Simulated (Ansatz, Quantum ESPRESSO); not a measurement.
# Band line-up of the CdS/CuI(110) superlattice, 5 + 5 layers, a = 5.89 Å, part 2 of 7

Aim: valence and conduction offsets of the CdS/CuI(110) superlattice, 5 + 5 layers, a = 5.89 Å from the line-up of mean potentials.

Quantum ESPRESSO 7.5; plane-wave DFT, LDA, GBRV ultrasoft pseudopotentials; cross-check by Ansatz 0.2.0 with PAW datasets.

So far. Step 3 (Ground state of bulk CdS): The run needed 8 iterations to bring the estimated error under 1e-07 Ry.

## (4) Bands along a path of bulk CdS

A bands run reads the converged density and follows the path given under K_POINTS.

Contents of a.bands.in:

```
&control
  prefix = 'a.bands'
  outdir = './out'
  pseudo_dir = './pseudo'
  calculation = 'bands'
/
&system
  ibrav = 0
  nat = 4
  ntyp = 2
  ecutwfc = 40
  ecutrho = 200
  occupations = 'smearing'
  smearing = 'fd'
  degauss = 0.002
  nbnd = 26
/
&electrons
  conv_thr = 1e-07
  mixing_beta = 0.5
  electron_maxstep = 120
/
ATOMIC_SPECIES
  Cd  112.4140  cd_lda_v1.uspp.F.UPF
  S   32.0600  s_lda_v1.4.uspp.F.UPF
CELL_PARAMETERS angstrom
  5.89000000000000 0.00000000000000 0.00000000000000
  0.00000000000000 4.16485894118876 0.00000000000000
  0.00000000000000 0.00000000000000 4.16485894118876
ATOMIC_POSITIONS crystal
  Cd  0.000000000000 0.000000000000 0.000000000000
  S   0.250000000000 0.500000000000 0.000000000000
  Cd  0.500000000000 0.500000000000 0.500000000000
  S   0.750000000000 0.000000000000 0.500000000000
K_POINTS crystal_b
6
  0.0000000000 0.0000000000 0.0000000000 20
  1.0000000000 0.0000000000 0.0000000000 1
  0.0000000000 0.0000000000 0.0000000000 20
  0.5000000000 0.0000000000 0.5000000000 1
  0.0000000000 0.0000000000 0.0000000000 20
  0.0000000000 0.5000000000 0.5000000000 1
```

Started as:

```sh
$ cp -r out/a.save out/a.bands.save
$ cp out/a.xml out/a.bands.xml
$ OMP_NUM_THREADS=1 mpirun -n 4 pw.x -nk 4 -in a.bands.in > a.bands.out
```

Log:

```text
[banner, memory and clock lines left out]
Program PWSCF v.7.5 starts

          URL

     Atomic positions and unit cell read from directory:
     ./out/a.bands.save/

     Found identity + (  0.5000 -0.5000 -0.5000) symmetry
     This is a supercell, fractional translations are disabled
     Message from routine setup:
     using ibrav=0 with symmetry is DISCOURAGED, use correct ibrav instead

     G-vector sticks info

     bravais-lattice index     =            0
     lattice parameter (alat)  =      11.1305  a.u.
     unit-cell volume          =     689.4654 (a.u.)^3
     number of atoms/cell      =            4
     number of atomic types    =            2
     number of electrons       =        36.00
     number of Kohn-Sham states=           26
     kinetic-energy cutoff     =      40.0000  Ry
     charge density cutoff     =     200.0000  Ry
     Exchange-correlation=  SLA  PZ   NOGX NOGC
                           (   1   1   0   0   0   0   0)

     celldm(1)=  11.130487  celldm(2)=   0.000000  celldm(3)=   0.000000
     celldm(4)=   0.000000  celldm(5)=   0.000000  celldm(6)=   0.000000

     crystal axes: (cart. coord. in units of alat)
               a(1) = (   1.000000   0.000000   0.000000 )
               a(2) = (   0.000000   0.707107   0.000000 )
               a(3) = (   0.000000   0.000000   0.707107 )

     reciprocal axes: (cart. coord. in units 2 pi/alat)
               b(1) = (  1.000000  0.000000  0.000000 )
               b(2) = (  0.000000  1.414214  0.000000 )
               b(3) = (  0.000000  0.000000  1.414214 )

     PseudoPot. # 1 for Cd read from file:
     ./pseudo/cd_lda_v1.uspp.F.UPF
     Pseudo is Ultrasoft + core correction, Zval = 12.0
     Generated by new atomic code, or converted to UPF format
     Using radial grid of  889 points,  6 beta functions with:
                l(1) =   0
                l(2) =   0
                l(3) =   1
                l(4) =   1
                l(5) =   2
                l(6) =   2
     Q(r) pseudized with  6 coefficients,  rinner =    1.000   1.000   1.000
                                                       1.000   1.000

     PseudoPot. # 2 for S  read from file:
     ./pseudo/s_lda_v1.4.uspp.F.UPF
     Pseudo is Ultrasoft + core correction, Zval =  6.0
     Generated by new atomic code, or converted to UPF format
     Using radial grid of  907 points,  6 beta functions with:
                l(1) =   0
                l(2) =   0
                l(3) =   1
                l(4) =   1
                l(5) =   2
                l(6) =   2
     Q(r) pseudized with  8 coefficients,  rinner =    1.300   1.300   1.300
                                                       1.300   1.300

     atomic species   valence    mass     pseudopotential
     Cd               12.00   112.41400     Cd( 1.00)
     S                 6.00    32.06000     S ( 1.00)

      8 Sym. Ops. (no inversion) found

   Cartesian axes

     site n.     atom                  positions (alat units)
         1        Cd     tau(   1) = (   0.0000000   0.0000000   0.0000000  )
         2        S      tau(   2) = (   0.2500000   0.3535534   0.0000000  )
         3        Cd     tau(   3) = (   0.5000000   0.3535534   0.3535534  )
         4        S      tau(   4) = (   0.7500000   0.0000000   0.3535534  )

     number of k points=    63  Fermi-Dirac smearing, width (Ry)=  0.0020
                       cart. coord. in units 2pi/alat
        k(    1) = (   0.0000000   0.0000000   0.0000000), wk =   0.0317460
        k(    2) = (   0.0500000   0.0000000   0.0000000), wk =   0.0317460
        k(    3) = (   0.1000000   0.0000000   0.0000000), wk =   0.0317460
        k(    4) = (   0.1500000   0.0000000   0.0000000), wk =   0.0317460
        k(    5) = (   0.2000000   0.0000000   0.0000000), wk =   0.0317460
        k(    6) = (   0.2500000   0.0000000   0.0000000), wk =   0.0317460
        k(    7) = (   0.3000000   0.0000000   0.0000000), wk =   0.0317460
        k(    8) = (   0.3500000   0.0000000   0.0000000), wk =   0.0317460
        k(    9) = (   0.4000000   0.0000000   0.0000000), wk =   0.0317460
        k(   10) = (   0.4500000   0.0000000   0.0000000), wk =   0.0317460
        k(   11) = (   0.5000000   0.0000000   0.0000000), wk =   0.0317460
        k(   12) = (   0.5500000   0.0000000   0.0000000), wk =   0.0317460
        k(   13) = (   0.6000000   0.0000000   0.0000000), wk =   0.0317460
        k(   14) = (   0.6500000   0.0000000   0.0000000), wk =   0.0317460
        k(   15) = (   0.7000000   0.0000000   0.0000000), wk =   0.0317460
        k(   16) = (   0.7500000   0.0000000   0.0000000), wk =   0.0317460
        k(   17) = (   0.8000000   0.0000000   0.0000000), wk =   0.0317460
        k(   18) = (   0.8500000   0.0000000   0.0000000), wk =   0.0317460
        k(   19) = (   0.9000000   0.0000000   0.0000000), wk =   0.0317460
        k(   20) = (   0.9500000   0.0000000   0.0000000), wk =   0.0317460
        k(   21) = (   1.0000000   0.0000000   0.0000000), wk =   0.0317460
        k(   22) = (   0.0000000   0.0000000   0.0000000), wk =   0.0317460
        k(   23) = (   0.0250000   0.0000000   0.0353553), wk =   0.0317460
        k(   24) = (   0.0500000   0.0000000   0.0707107), wk =   0.0317460
        k(   25) = (   0.0750000   0.0000000   0.1060660), wk =   0.0317460
        k(   26) = (   0.1000000   0.0000000   0.1414214), wk =   0.0317460
        k(   27) = (   0.1250000   0.0000000   0.1767767), wk =   0.0317460
        k(   28) = (   0.1500000   0.0000000   0.2121320), wk =   0.0317460
        k(   29) = (   0.1750000   0.0000000   0.2474874), wk =   0.0317460
        k(   30) = (   0.2000000   0.0000000   0.2828427), wk =   0.0317460
        k(   31) = (   0.2250000   0.0000000   0.3181981), wk =   0.0317460
        k(   32) = (   0.2500000   0.0000000   0.3535534), wk =   0.0317460
        k(   33) = (   0.2750000   0.0000000   0.3889087), wk =   0.0317460
        k(   34) = (   0.3000000   0.0000000   0.4242641), wk =   0.0317460
        k(   35) = (   0.3250000   0.0000000   0.4596194), wk =   0.0317460
        k(   36) = (   0.3500000   0.0000000   0.4949747), wk =   0.0317460
        k(   37) = (   0.3750000   0.0000000   0.5303301), wk =   0.0317460
        k(   38) = (   0.4000000   0.0000000   0.5656854), wk =   0.0317460
        k(   39) = (   0.4250000   0.0000000   0.6010408), wk =   0.0317460
        k(   40) = (   0.4500000   0.0000000   0.6363961), wk =   0.0317460
        k(   41) = (   0.4750000   0.0000000   0.6717514), wk =   0.0317460
        k(   42) = (   0.5000000   0.0000000   0.7071068), wk =   0.0317460
        k(   43) = (   0.0000000   0.0000000   0.0000000), wk =   0.0317460
[...]
12.1530  12.2468

          k = 0.4000 0.0000 0.5657 (  2947 PWs)   bands (ev):

    -6.8624  -6.8098  -2.5566  -2.5566  -2.5431  -2.5290  -2.2039  -2.1865
    -2.1865  -2.1759  -2.0256  -1.8504   0.7123   0.9900   3.8943   4.1173
     4.3002   4.3002   7.6624   8.0762  11.2199  11.7819  11.8154  11.8154
    12.0229  12.2537

          k = 0.4250 0.0000 0.6010 (  2951 PWs)   bands (ev):

    -6.8450  -6.8149  -2.5536  -2.5536  -2.5462  -2.5380  -2.1929  -2.1830
    -2.1830  -2.1768  -1.9595  -1.8533   0.6647   0.8279   4.0309   4.1677
     4.2724   4.2725   7.6654   7.9120  11.4012  11.8028  11.8028  11.9067
    11.9193  12.2350

          k = 0.4500 0.0000 0.6364 (  2953 PWs)   bands (ev):

    -6.8322  -6.8187  -2.5516  -2.5515  -2.5483  -2.5445  -2.1847  -2.1803
    -2.1803  -2.1774  -1.9056  -1.8556   0.6294   0.7046   4.1401   4.2051
     4.2522   4.2523   7.6660   7.7806  11.5725  11.7923  11.7923  11.8440
    12.0026  12.1885

          k = 0.4750 0.0000 0.6718 (  2947 PWs)   bands (ev):

    -6.8244  -6.8210  -2.5503  -2.5503  -2.5495  -2.5486  -2.1796  -2.1785
    -2.1785  -2.1778  -1.8699  -1.8570   0.6078   0.6270   4.2111   4.2281
     4.2400   4.2400   7.6658   7.6953  11.7161  11.7854  11.7854  11.7983
    12.0630  12.1236

          k = 0.5000 0.0000 0.7071 (  2952 PWs)   bands (ev):

    -6.8218  -6.8218  -2.5500  -2.5500  -2.5499  -2.5498  -2.1780  -2.1780
    -2.1778  -2.1778  -1.8575  -1.8575   0.6005   0.6005   4.2358   4.2359
     4.2359   4.2359   7.6656   7.6656  11.7829  11.7829  11.7830  11.7830
    12.0836  12.0836

          k = 0.0000 0.0000 0.0000 (  2935 PWs)   bands (ev):

    -7.2467  -6.6904  -2.6628  -2.6628  -2.6628  -2.4638  -2.3351  -2.3351
    -2.2132  -2.2132  -2.1310  -1.7976   1.0189   3.1294   3.1294   4.9767
     4.9767   4.9767   5.7470   8.3248   9.0783  11.2848  11.2848  11.2849
    13.7581  15.3068

          k = 0.0000 0.0354 0.0354 (  2933 PWs)   bands (ev):

    -7.2433  -6.6904  -2.6613  -2.6611  -2.6611  -2.4633  -2.3380  -2.3340
    -2.2139  -2.2127  -2.1320  -1.7926   1.0201   3.1190   3.1215   4.8749
     4.9625   4.9626   5.8539   8.3557   9.0990  11.2494  11.3033  11.3034
    13.7371  15.1902

          k = 0.0000 0.0707 0.0707 (  2933 PWs)   bands (ev):

    -7.2330  -6.6905  -2.6567  -2.6560  -2.6560  -2.4616  -2.3462  -2.3307
    -2.2160  -2.2112  -2.1350  -1.7787   1.0235   3.0891   3.0986   4.6559
     4.9208   4.9208   6.0878   8.4467   9.1597  11.1483  11.3583  11.3583
    13.6758  14.8923

          k = 0.0000 0.1061 0.1061 (  2927 PWs)   bands (ev):

    -7.2162  -6.6907  -2.6488  -2.6476  -2.6475  -2.4590  -2.3583  -2.3251
    -2.2192  -2.2088  -2.1400  -1.7576   1.0290   3.0434   3.0632   4.4017
     4.8534   4.8535   6.3654   8.5940   9.2564  10.9950  11.4480  11.4480
    13.5792  14.4952

          k = 0.0000 0.1414 0.1414 (  2921 PWs)   bands (ev):

    -7.1933  -6.6909  -2.6375  -2.6359  -2.6359  -2.4560  -2.3725  -2.3173
    -2.2236  -2.2054  -2.1469  -1.7319   1.0360   2.9872   3.0190   4.1382
     4.7635   4.7636   6.6589   8.7913   9.3825  10.8055  11.5701  11.5701
    13.4543  14.0516

          k = 0.0000 0.1768 0.1768 (  2923 PWs)   bands (ev):

    -7.1647  -6.6911  -2.6225  -2.6212  -2.6212  -2.4529  -2.3870  -2.3073
    -2.2285  -2.2013  -2.1557  -1.7044   1.0442   2.9266   2.9707   3.8737
     4.6548   4.6549   6.9571   9.0309   9.5291  10.5947  11.7218  11.7218
    13.3104  13.5912

          k = 0.0000 0.2121 0.2121 (  2933 PWs)   bands (ev):

    -7.1312  -6.6914  -2.6038  -2.6037  -2.6037  -2.4502  -2.4007  -2.2955
    -2.2337  -2.1964  -2.1661  -1.6778   1.0526   2.8675   2.9228   3.6113
     4.5314   4.5315   7.2528   9.3030   9.6847  10.3743  11.9000  11.9001
    13.1335  13.1585

          k = 0.0000 0.2475 0.2475 (  2947 PWs)   bands (ev):

    -7.0937  -6.6916  -2.5839  -2.5839  -2.5814  -2.4478  -2.4122  -2.2822
    -2.2382  -2.1909  -2.1778  -1.6542   1.0606   2.8154   2.8800   3.3525
     4.3974   4.3975   7.5396   9.5940   9.8351  10.1536  12.1019  12.1020
    12.6964  13.0121

          k = 0.0000 0.2828 0.2828 (  2943 PWs)   bands (ev):

    -7.0530  -6.6917  -2.5618  -2.5618  -2.5558  -2.4460  -2.4209  -2.2686
    -2.2406  -2.1900  -2.1850  -1.6358   1.0671   2.7748   2.8463   3.0978
     4.2568   4.2569   7.8100   9.8806   9.9397   9.9633  12.3048  12.3248
    12.3248  12.8874

          k = 0.0000 0.3182 0.3182 (  2951 PWs)   bands (ev):

    -7.0102  -6.6918  -2.5381  -2.5381  -2.5284  -2.4450  -2.4263  -2.2566
    -2.2389  -2.2009  -2.1788  -1.6241   1.0713   2.7490   2.8247   2.8479
     4.1133   4.1134   8.0556   9.7385  10.0509  10.1161  12.0063  12.5662
    12.5662  12.8022

          k = 0.0000 0.3536 0.3536 (  2955 PWs)   bands (ev):

    -6.9663  -6.6919  -2.5130  -2.5130  -2.5015  -2.4447  -2.4282  -2.2511
    -2.2302  -2.2061  -2.1724  -1.6202   1.0728   2.6035   2.7402   2.8173
     3.9705   3.9706   8.2661   9.5561  10.0822  10.2146  11.8867  12.7718
    12.8239  12.8239

          k = 0.0000 0.3889 0.3889 (  2951 PWs)   bands (ev):

    -6.9226  -6.6918  -2.4873  -2.4873  -2.4787  -2.4450  -2.4263  -2.2566
    -2.2107  -2.2009  -2.1660  -1.6241   1.0714   2.3657   2.7490   2.8247
     3.8314   3.8315   8.4299   9.3994  10.0509  10.1161  12.0063  12.8022
    13.0544  13.0958

          k = 0.0000 0.4243 0.4243 (  2951 PWs)   bands (ev):

    -6.8801  -6.6917  -2.4626  -2.4614  -2.4614  -2.4460  -2.4209  -2.2686
    -2.1900  -2.1777  -2.1597  -1.6358   1.0671   2.1361   2.7748   2.8463
     3.6990   3.6991   8.5351   9.2774   9.8806   9.9633  12.3048  12.8874
    13.0094  13.3798

          k = 0.0000 0.4596 0.4596 (  2951 PWs)   bands (ev):

    -6.8398  -6.6916  -2.4540  -2.4478  -2.4363  -2.4362  -2.4122  -2.2822
    -2.1778  -2.1536  -2.1313  -1.6542   1.0606   1.9167   2.8154   2.8800
     3.5757   3.5758   8.5747   9.1972   9.5940   9.8351  12.6964  13.0121
    13.0311  13.6732

          k = 0.0000 0.4950 0.4950 (  2957 PWs)   bands (ev):

    -6.8029  -6.6914  -2.4513  -2.4502  -2.4125  -2.4124  -2.4007  -2.2955
    -2.1661  -2.1481  -2.0742  -1.6778   1.0527   1.7105   2.8675   2.9228
     3.4639   3.4640   8.5577   9.1543   9.3030   9.6847  13.1100  13.1335
    13.1585  13.9727

          k = 0.0000 0.5303 0.5303 (  2939 PWs)   bands (ev):

    -6.7701  -6.6911  -2.4529  -2.4523  -2.3906  -2.3906  -2.3871  -2.3073
    -2.1557  -2.1432  -2.0112  -1.7044   1.0442   1.5214   2.9266   2.9706
     3.3657   3.3658   8.5090   9.0309   9.1318   9.5291  13.2308  13.3104
    13.5912  14.2734

          k = 0.0000 0.5657 0.5657 (  2950 PWs)   bands (ev):

    -6.7422  -6.6909  -2.4560  -2.4552  -2.3725  -2.3718  -2.3718  -2.3173
    -2.1469  -2.1390  -1.9473  -1.7319   1.0361   1.3541   2.9872   3.0190
     3.2827   3.2828   8.4516   8.7913   9.1158   9.3825  13.3743  13.4543
    14.0516  14.5678

          k = 0.0000 0.6010 0.6010 (  2948 PWs)   bands (ev):

    -6.7199  -6.6907  -2.4590  -2.4584  -2.3583  -2.3562  -2.3562  -2.3251
    -2.1400  -2.1356  -1.8883  -1.7576   1.0290   1.2144   3.0434   3.0631
     3.2166   3.2166   8.3993   8.5940   9.1016   9.2564  13.5192  13.5792
    14.4952  14.8434

          k = 0.0000 0.6364 0.6364 (  2942 PWs)   bands (ev):

    -6.7036  -6.6905  -2.4616  -2.4612  -2.3462  -2.3446  -2.3446  -2.3307
    -2.1350  -2.1330  -1.8402  -1.7787   1.0235   1.1083   3.0891   3.0985
     3.1684   3.1685   8.3587   8.4467   9.0895   9.1597  13.6438  13.6759
    14.8923  15.0796

          k = 0.0000 0.6718 0.6718 (  2962 PWs)   bands (ev):

    -6.6937  -6.6904  -2.4633  -2.4632  -2.3381  -2.3376  -2.3376  -2.3340
    -2.1320  -2.1315  -1.8087  -1.7926   1.0201   1.0417   3.1190   3.1214
     3.1392   3.1392   8.3334   8.3557   9.0812   9.0990  13.7282  13.7372
    15.1902  15.2457

          k = 0.0000 0.7071 0.7071 (  2952 PWs)   bands (ev):

    -6.6904  -6.6904  -2.4639  -2.4638  -2.3352  -2.3351  -2.3351  -2.3350
    -2.1310  -2.1309  -1.7976  -1.7976   1.0189   1.0190   3.1293   3.1293
     3.1294   3.1294   8.3249   8.3249   9.0783   9.0783  13.7582  13.7582
    15.3067  15.3068

     XML data file, pseudopotentials, collected wavefunctions

                                        0.00s GPU  (    1271 calls)
```

The job ended after 27 s (4 MPI ranks of Arm Neoverse V1, shared host; peak memory 0.31 GiB).

This step gave:

| Property | Result |
| --- | --- |
| valence top, on the run's zero | 4.977 eV |
| conduction bottom, on the run's zero | 5.747 eV |
| gap by band count | 0.7703 eV |

Band numbers count within the set of bands kept for display; the cell holds two formula units, so the X point along 001 folds onto the zone centre. Electronic bands along the path, in eV, zero at the Fermi level, which the smearing puts inside the gap; v1 is the highest filled band, c1 the lowest empty one:

```
  point     v4     v3     v2     v1    c1    c2    c3    c4
      L  -1.14  -1.14  -1.14  -1.14  2.29  2.29  6.40  6.40
halfway  -2.36  -1.73  -0.80  -0.80  2.05  3.53  4.83  5.59
      Γ  -2.25  -0.40  -0.40  -0.40  0.37  2.94  3.70  5.90
halfway  -2.64  -2.56  -1.41  -1.41  2.89  4.18  4.70  4.83
      X  -2.25  -2.25  -2.25  -2.25  2.94  2.94  3.70  3.70
```

## (5) Electrostatic potential of bulk CdS

plot_num = 11 writes the bare and Hartree potential, whose mean serves as the common reference.

Contents of a.pot.in:

```
&inputpp
  prefix = 'a'
  outdir = './out'
  filplot = 'a.pot.dat'
  plot_num = 11
/
```

Started as:

```sh
$ OMP_NUM_THREADS=1 mpirun -n 4 pp.x -in a.pot.in > a.pot.out
```

Log:

```text
[banner, memory and clock lines left out]
Program POST-PROC v.7.5 starts

          URL

     ./out/a.save/

     IMPORTANT: XC functional enforced from input :
     Exchange-correlation= PZ
                           (   1   1   0   0   0   0   0)
     Any further DFT definition will be discarded
     Please, verify this is what you really want

     Check: negative core charge=   -0.000001

     negative rho (up, down):  3.844E-02 0.000E+00

     Calling punch_plot, plot_num =  11
     Writing data to file  a.pot.dat
     Message from routine chdens:
     namelist plot not found or invalid, exiting
```

Run time: 0.86 s. Hardware: 4 MPI ranks; peak memory 0.09 GiB.

Electrostatic potential energy of an electron; zero at the Fermi level, which the smearing puts inside the gap. The potential energy, planar mean by z:

z (Å), potential energy, planar mean (eV) and a bar from the least value:
```
     0.00      -6.95 
     0.12      -6.64 #
     0.23      -5.76 ####
     0.46      -2.91 ##############
     0.58      -1.34 ###################
     0.69       0.03 #######################
     0.81       1.06 ###########################
     0.93       1.73 #############################
     1.16       1.73 #############################
     1.27       1.06 ###########################
     1.39       0.03 #######################
     1.50      -1.34 ###################
     1.62      -2.91 ##############
     1.85      -5.76 ####
     1.97      -6.64 #
     2.08      -6.95 
     2.20      -6.64 #
     2.43      -4.45 ########
     2.55      -2.91 ##############
     2.66      -1.34 ###################
     2.78       0.03 #######################
     2.89       1.06 ###########################
     3.12       1.97 ##############################
     3.24       1.73 #############################
     3.36       1.06 ###########################
     3.47       0.03 #######################
     3.59      -1.34 ###################
     3.82      -4.45 ########
     3.93      -5.76 ####
     4.05      -6.64 #
```

## (6) Planar and running averages of bulk CdS

A running mean over one period damps the atomic wiggles and leaves the mean of this pseudopotential's potential.

Contents of a.avg.in:

```
1
a.pot.dat
1.0
40
3
7.8704427465
```

Started as:

```sh
$ OMP_NUM_THREADS=1 average.x < a.avg.in > a.avg.out
```

Log:

```text
[banner, memory and clock lines left out]
Program AVERAGE v.7.5 starts

          URL

     Reading header from file  a.pot.dat
     Reading data from file  a.pot.dat
     Output written to file avg.dat

[...]
```

The job ended after 0.48 s (1 MPI rank; peak memory 0.1 GiB).

Read from the output:

```
average.x's running mean over the crystal, on the run's own zero                  : 3.072 eV
mean potential by an exact Fourier window over the crystal, on the run's own zero : 3.072 eV
```

Electrostatic potential energy of an electron; zero at the Fermi level, which the smearing puts inside the gap; window 4.1649 Å. The potential energy, running mean stays at -2.31 eV for z from 0 to 4.06 Å.

(Part 2 of 7 ends here.)

[Logs are printed without paths, hosts, clocks, repeated set-up lines and the standing remarks that a program may print on its own settings, such as how far it seeks lower states.]

[Hosts, paths, dates, database ids (printed as entryN), source tags and the programs' standing remarks are cut or masked in the printed files.]

[Maps of the electrostatic potential energy from Ansatz leave out the sawtooth potential of an applied field or a dipole correction, so their vacuum need not be flat; planar profiles and work functions include it.]
